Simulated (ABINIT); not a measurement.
Records of electronic-structure calculations.

RbCaH3 (Pm-3m): G0W0 with ABINIT, start to end. Symmetry: Pm-3m, No. 221, cubic system. The conventional cell has a = 4.547 Å, b = 4.547 Å, c = 4.547 Å, α = 90.00°, β = 90.00°, γ = 90.00°. Nearest to Rb lie 12 H at 3.22 Å. Ca has 6 H at 2.27 Å nearest. H has 2 Ca at 2.27 Å and 8 H at 3.22 Å and 4 Rb at 3.22 Å nearest. Farther neighbours, and contacts between anions beyond the nearest, are not listed. The calculation used RPA screening on LDA, plane waves, norm-conserving pseudopotentials (and 2 further levels or steps) in ABINIT 10.8.3, with cutoff 31 Ha, PseudoDojo scalar-relativistic 0.4.1 standard, norm-conserving, ngkpt (2, 2, 2), nband 73, ecuteps 3.9 Ha, inclvkb 2, shiftk (0, 0, 0), symchi 1, awtr 1, frequency ppm, 2×2×2 k-mesh. The LDA gap is 2.93 eV, direct, the G0W0 gap on the mesh is 5.38 eV and the GW settings are 2×2×2 mesh, 73 bands, screening to 106.1 eV, Godby-Needs plasmon pole. The known limits are short of the basis limit; no spin-orbit coupling; coarse k mesh. It took 4 runs, 65 s in all on 4 MPI ranks of Arm Neoverse N1, shared host. G0W0 moves the gap on the mesh from 2.93 eV to 5.38 eV (+2.45 eV), with Z of 0.78 and 0.82 at the edges. Local fields lower the RPA ε∞ on this mesh from 4.29 to 3.80; a Γ-centred mesh this coarse tends to raise both, most where the direct gap is narrow, while a short band sum lowers them. The cell and positions come from the Crystallography Open Database and are kept as given unless a step says otherwise. Limits: no spin-orbit coupling. The 2×2×2 mesh is coarse for this cell, which bears on the long-range parts of exchange and screening.

```xyz
5
Lattice="4.5470 0.0000 0.0000 0.0000 4.5470 0.0000 0.0000 0.0000 4.5470" Properties=species:S:1:pos:R:3 pbc="T T T"
Rb    0.0000    0.0000    0.0000
Ca    2.2735    2.2735    2.2735
H     0.0000    2.2735    2.2735
H     2.2735    0.0000    2.2735
H     2.2735    2.2735    0.0000
```

[Long decimals in the printed logs are rounded to 6 places.]

[Logs are printed without paths, hosts, clocks, repeated set-up lines and the standing remarks that a program may print on its own settings, such as how far it seeks lower states.]

[Paths, hosts, dates, memory and timing lines, banners, echoed tables and standing remarks are left out of the program output; an Ansatz launch command may be rebuilt from the run's recorded settings. Measured values are a selection of at most five: reports struck by readers or far from the other reports are left out. None is set beside runs whose start may be inverted or whose files or cutoffs have a known fault.]

[Runs of the session that timed out or met a known fault of the program may be left out.]

[Hosts, paths, dates, database ids (printed as entryN), source tags and the programs' standing remarks are cut or masked in the printed files.]

[G0W0 gaps are taken among the corrected bands and points alone; a level outside them can change the order at an edge.]

[Where Ansatz stands beside ABINIT at settings called matched, ABINIT's density can come from a denser mesh and the files from another edition; pairs whose starting gaps differed by over 0.03 eV were left out, so agreement reads better than it is.]
